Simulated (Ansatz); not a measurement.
# Li2SnP2: relaxing a made-up structure, part 2 of 2

This structure for Li2SnP2 is made up. Its elements were placed in a known structure type with a cell scaled to their sizes. What cell does the guess relax to, and how far off was it?

Ansatz 0.2.0; DFT, PBEsol, plane-wave PAW, default files, scalar-relativistic, no spin, cell and ions relaxed at zero pressure (the session's first sound run).

So far: Starting point; Relaxation of the guess. The relaxed cell has a = 3.897, c = 6.651 Å (conventional setting).

### 3. Bands of the relaxed cell

A second self-consistent run takes a narrower smearing and the mesh shown in its input; the bands follow along the standard path of the relaxed lattice.

This step: DFT, PBEsol, plane-wave PAW, default files, scalar-relativistic, no spin, bands and density of states at the relaxed cell (Ansatz 0.2.0).

input.yaml

```yaml
crystal:
  lattice:
    - [3.8971759051, 0.0, 0.0]
    - [-1.9485879526, 3.3750533369, 0.0]
    - [0.0, 0.0, 6.6509842321]
  atoms:
    - { symbol: Sn, position: [0.0, 0.0, 0.0] }
    - { symbol: P, position: [0.3333333333, 0.6666666667, 0.2273079693] }
    - { symbol: P, position: [0.6666666667, 0.3333333333, 0.7726920307] }
    - { symbol: Li, position: [0.3333333333, 0.6666666667, 0.615208569] }
    - { symbol: Li, position: [0.6666666667, 0.3333333333, 0.384791431] }
kpoints:
  mp_grid: { grid: [10, 10, 6] }
  band_path:
    path:
      - [[0.0, 0.0, 0.0], [0.5, 0.0, 0.0], [0.33333333, 0.33333333, 0.0], [0.0, 0.0, 0.0], [0.0, 0.0, 0.5], [0.5, 0.0, 0.5], [0.33333333, 0.33333333, 0.5], [0.0, 0.0, 0.5]]
      - [[0.5, 0.0, 0.5], [0.5, 0.0, 0.0]]
      - [[0.33333333, 0.33333333, 0.0], [0.33333333, 0.33333333, 0.5]]
    npoints: 8
scf:
  occupations: { method: fermi_dirac, width: 0.03 }
  n_extra_bands: 9
hamiltonian:
  xc: pbesol
  pseudopotentials: { kind: paw }
output:
  forces: true
  stress: true
  write_bands: true
  dos: { projected: true }
  write_density: true
  write_potential: true
  elf: true
  volumetric_format: npy
```

The run is started by

```sh
$ ansatz run input.yaml --threads 4 --pin off --max-ram 8192MiB --backend cpu --events-out ev --progress --plain --runs-dir out
```

Numbers of over 12 decimals in the logs are rounded to 6 here.

The program printed:

```text
[...]
Crystal: 5 atoms, lattice volume = 87.482 Å³
Basis set: ecut = 420 eV, 1715 PW (Γ), exchange–correlation on 54×54×90 points (8 copies of the dense FFT grid, shifted against one another)
Bands: 24, of which v1, the nominal top of the filled ones, is band 15 counted from 1 (14 counted from 0)
Symmetry: 12 space group operations
[...]
k-points: 72 of 600
[...]
SCF iter   1: F=—  HF=-7837.422493 eV  |F-HF|=—  |Δ(HF+E_count)|=         —  Δρ=2.99e-3  dr2=1.21e-2  ethr=1.77e-3  ⟨swp⟩=6.9  Hψ=10094  notcnv=0  defer=33
[...]
SCF iter   7: F=-7837.415913 eV  HF=-7837.415913 eV  |F-HF|=1.10e-8  |Δ(HF+E_count)|=   2.06e-7  Δρ=8.69e-6  dr2=7.59e-8  ethr=3.33e-10  ⟨swp⟩=16.0  Hψ=14894  notcnv=0
SCF 1 converged in 7 iterations: F = -7837.415913 eV  dr2 = 7.59e-8
[...]
NSCF: frozen V_eff on 75 k-points
SCF converged after 7 iterations
Free energy (F): -7837.415913 eV
[...]
Internal energy: -7837.413514 eV  (E = F + TS)
E sigma→0 (E₀):  -7837.414713 eV
Entropy (-TS):   -0.002399 eV (-0.480 meV/atom)
Fermi energy:    6.900424 eV
[...]
--- Forces (eV/Å), atoms counted from 1 ---
  atom   1  Sn     0.00000000     0.00000000     0.00000000
  atom   2  P     -0.00000000    -0.00000000    -0.04050159
  atom   3  P      0.00000000     0.00000000     0.04050159
  atom   4  Li     0.00000000     0.00000000     0.00838536
  atom   5  Li    -0.00000000    -0.00000000    -0.00838536
  max |Σ_I F_I| component: 6.94e-17 eV/Å
--- Stress (GPa, compression-positive) ---
        0.085805      -0.000000      -0.000000
       -0.000000       0.085805      -0.000000
        0.000000      -0.000000      -0.130085
  P = ⅓ Tr σ = 0.0138 GPa (0.138 kbar)
--- Band table (eV; the first three rows and the last of 72) ---
  k-point 0: bands = [... 11 lower, 6.3621, 6.4859, 6.5556, 6.5556, 7.7293, 9.3745, 10.1830, 10.1830, ... 5 higher]
  k-point 1: bands = [... 11 lower, 6.3151, 6.3151, 6.6309, 6.6309, 8.2230, 9.3395, 10.0414, 10.0414, ... 5 higher]
  k-point 2: bands = [... 11 lower, 6.2604, 6.2604, 6.7456, 6.7456, 8.7528, 9.2749, 9.7917, 9.7917, ... 5 higher]
  k-point 71: bands = [... 11 lower, 2.8786, 3.2286, 5.9362, 5.9558, 8.3405, 9.8369, 10.4878, 10.4990, ... 5 higher]
```

Run time: 4.2 s. Hardware: 4 threads of Arm Neoverse V1, shared host; peak memory 0.46 GiB; 16 s of CPU time.

In the SCF lines HF is the Harris–Foulkes energy and dr2 the Hartree energy of the density residual, in eV; the loop may stop once dr2 is under the threshold and the program's other checks hold. Hψ counts applications of the Hamiltonian.

Numbers from this step:

| Quantity | Value |
| --- | --- |
| free energy | -7837.4159 eV |
| energy at zero smearing | -7837.4147 eV |
| smearing term TS | 0.002399 eV |
| Fermi energy | 6.900 eV |
| pressure | 0.01384 GPa |

bands.tsv at the labelled points (eV, zero at the Fermi level; the bands that come nearest the Fermi level along the path):

```tsv
point	band 12	band 13	band 14	band 15	band 16	band 17	band 18	band 19
Γ	-0.54	-0.41	-0.34	-0.34	0.83	2.47	3.28	3.28
M	-2.88	-2.70	-1.82	-0.41	0.26	3.03	3.32	3.42
K	-3.88	-3.53	-1.58	-1.58	-0.36	5.28	5.48	5.48
Γ	-0.54	-0.41	-0.34	-0.34	0.83	2.47	3.28	3.28
A	-0.66	-0.66	-0.10	-0.10	2.04	2.34	2.78	2.78
L	-2.50	-2.20	-1.27	-0.96	0.09	2.08	3.48	3.57
H	-4.10	-4.00	-0.92	-0.92	1.45	2.97	3.50	3.50
A	-0.66	-0.66	-0.10	-0.10	2.04	2.34	2.78	2.78
L	-2.50	-2.20	-1.27	-0.96	0.09	2.08	3.48	3.57
M	-2.88	-2.70	-1.82	-0.41	0.26	3.03	3.32	3.42
K	-3.88	-3.53	-1.58	-1.58	-0.36	5.28	5.48	5.48
H	-4.10	-4.00	-0.92	-0.92	1.45	2.97	3.50	3.50
```

Counts of states for the cell as run, both spins, by energy window (eV from the Fermi level): Near the top, bands beyond those computed are missing, so counts there can be too low.

| from | to | total |
| --- | --- | --- |
| -8 | -7 | 0.48 |
| -7 | -6 | 0.86 |
| -6 | -5 | 0.64 |
| -5 | -4 | 1.27 |
| -4 | -3 | 1.61 |
| -3 | -2 | 2.26 |
| -2 | -1 | 2.72 |
| -1 | 0 | 2.19 |
| 0 | 1 | 1.16 |
| 1 | 2 | 0.82 |
| 2 | 3 | 0.72 |
| 3 | 4 | 3.49 |
| 4 | 5 | 2.60 |
| 5 | 6 | 2.03 |

A further 18.0 states lie below the table's range.

Electrostatic potential energy in the ac plane at fractional y = 0.333, with atoms of P and Li within 0.2 Å of it. With pseudopotentials it is smooth inside the atoms' cores, unlike the true potential.

Ten even steps from '0' (-46 eV) to '9' (10 eV), each cell a mean:
```
88888999999999
98889999888999
99999997534689
99999984100379
99999972000058
99999972000168
99999985101379
99999998655789
99999999888999
99999999999999
99999999999999
99999999877899
99999997645799
99999996423689
99999997434689
99999998656799
99999999888999
99999999999999
99999999999999
99999999999999
99889999999999
98888999999999
88888999999999
```
Columns run along a (3.9 Å; values clipped at the 3rd and 97th percentile), rows up along c (6.7 Å). Atoms in or near the plane, at fractional coordinates: P at (0.67, 0.77), Li at (0.67, 0.38).

ELF in the ac plane at fractional y = 0.333, with atoms of P and Li within 0.2 Å of it. It is the smooth field of the valence electrons, not physical close to the nuclei.

Values in units of 1e-1, 23 rows by 14 columns, each cell a mean:
```
2.7 2.5 2.5 2.5 2.6 3.0 3.7 4.6 5.2 5.4 5.3 4.9 4.0 3.3
3.3 2.7 2.4 2.5 3.0 4.3 5.7 6.9 7.2 7.2 7.2 7.1 6.2 4.9
4.5 3.1 2.5 2.7 3.9 6.0 7.5 8.0 7.4 6.5 7.0 7.9 7.8 6.8
5.4 3.3 2.3 2.7 4.6 7.0 8.1 7.6 4.5 2.0 3.2 6.7 8.2 7.6
5.8 3.3 1.9 2.5 4.9 7.4 8.1 6.1 1.4 0.1 0.5 4.3 8.0 7.9
5.9 3.1 1.6 2.2 4.9 7.4 8.1 6.2 1.7 0.1 0.6 4.6 8.0 7.9
5.6 2.7 1.2 1.8 4.5 7.3 8.2 8.0 6.1 4.2 5.1 7.4 8.3 7.8
4.9 2.0 0.8 1.3 3.7 6.9 8.1 8.6 8.6 8.5 8.6 8.6 8.4 7.6
3.6 1.3 0.5 0.8 2.6 5.7 7.5 8.5 8.8 8.9 8.8 8.6 7.9 6.7
2.3 0.9 0.5 0.6 1.7 3.9 5.9 7.4 7.9 8.0 7.9 7.6 6.6 4.9
1.4 0.9 0.7 0.8 1.2 2.1 3.1 3.6 3.3 3.0 3.1 3.5 3.4 2.5
1.4 1.6 1.7 1.7 1.5 1.3 1.0 0.5 0.5 0.9 0.7 0.4 0.8 1.2
2.5 3.3 3.7 3.5 2.8 1.6 0.5 0.8 4.4 7.3 6.0 1.8 0.3 1.0
4.1 5.2 5.6 5.4 4.6 2.5 0.6 2.2 8.3 9.8 9.5 4.5 0.3 1.4
5.5 6.4 6.6 6.5 5.8 3.8 1.1 1.7 7.3 9.6 8.8 3.5 0.4 2.4
6.3 7.0 7.2 7.0 6.6 5.1 2.3 0.5 2.2 4.8 3.5 0.8 1.1 3.9
6.6 7.2 7.4 7.3 6.8 5.6 3.6 0.9 0.3 0.4 0.3 0.5 2.3 4.9
6.7 7.4 7.7 7.5 6.9 5.7 4.0 1.7 0.7 0.3 0.4 1.2 3.0 5.0
6.4 7.3 7.6 7.4 6.7 5.3 3.6 1.6 0.8 0.4 0.5 1.2 2.7 4.6
5.5 6.3 6.7 6.5 5.9 4.4 2.8 1.2 0.6 0.3 0.4 0.9 2.1 3.7
4.2 4.8 5.0 4.9 4.5 3.5 2.1 0.9 0.5 0.3 0.4 0.7 1.6 2.8
2.9 3.2 3.3 3.2 3.1 2.6 1.8 1.0 0.8 0.7 0.7 0.9 1.5 2.2
2.5 2.7 2.7 2.7 2.6 2.4 2.1 1.9 2.0 2.1 2.0 1.9 2.0 2.3
```
Columns run along a (3.9 Å), rows up along c (6.7 Å). Atoms in or near the plane, at fractional coordinates: P at (0.67, 0.77), Li at (0.67, 0.38).

Valence density in the ac plane at fractional y = 0.333, with atoms of P and Li within 0.2 Å of it. It is the smooth field of the valence electrons, not physical close to the nuclei.

Ten steps, logarithmic in the rise over the least value, from '0' (0.0 e/Å³) to '9' (7.1 e/Å³), each cell a mean:
```
23332222222222
22222233343332
22222334444443
22112344444443
21112344312443
21112344323443
21011244444443
10001234454432
10000123343322
00000112222211
00000001111110
00000000132100
00000002677300
11111004899610
11221114798511
22222111465211
23332211111111
23333211000012
33333210000012
23333210000012
23333210000012
23332211000012
23332211111112
```
Columns run along a (3.9 Å), rows up along c (6.7 Å). Atoms in or near the plane, at fractional coordinates: P at (0.67, 0.77), Li at (0.67, 0.38).

### 4. Summary of results

| Property | Result |
| --- | --- |
| space group, relaxed | P-3m1 |
| conventional cell | a = 3.897, b = 3.897, c = 6.651 Å; α = 90.0°, β = 90.0°, γ = 120.0° |
| volume per atom | 17.50 Å³ (guess 18.69) |

**Reading.** Li2SnP2 relaxes to P-3m1 with a = 3.897, b = 3.897 and c = 6.651 Å. The guessed volume was 7 % too large. The space group P-3m1 was held in the relaxation, so the end point is a stationary structure within it and may be a saddle against distortions or other arrangements. Bands cross the Fermi level, so it is a metal or semimetal at this level. Semilocal functionals can close a small real gap, so this isn't settled for compounds with anions. On the 10×10×6 mesh with the narrower smearing (relaxed on 8×8×4) the largest force component is 0.041 eV/Å and the largest stress component is 0.130 GPa, against the relaxation's thresholds of 0.015 eV/Å and 0.05 GPa. The cutoff wasn't tested. No dispersion term is used, so weakly bound directions may come out too long. Nothing here tests whether the compound is stable against decomposition.

[Logs are printed without paths, hosts, clocks, repeated set-up lines and the standing remarks that a program may print on its own settings, such as how far it seeks lower states.]

[Hosts, paths, dates, database ids (printed as entryN), source tags and the programs' standing remarks are cut or masked in the printed files.]
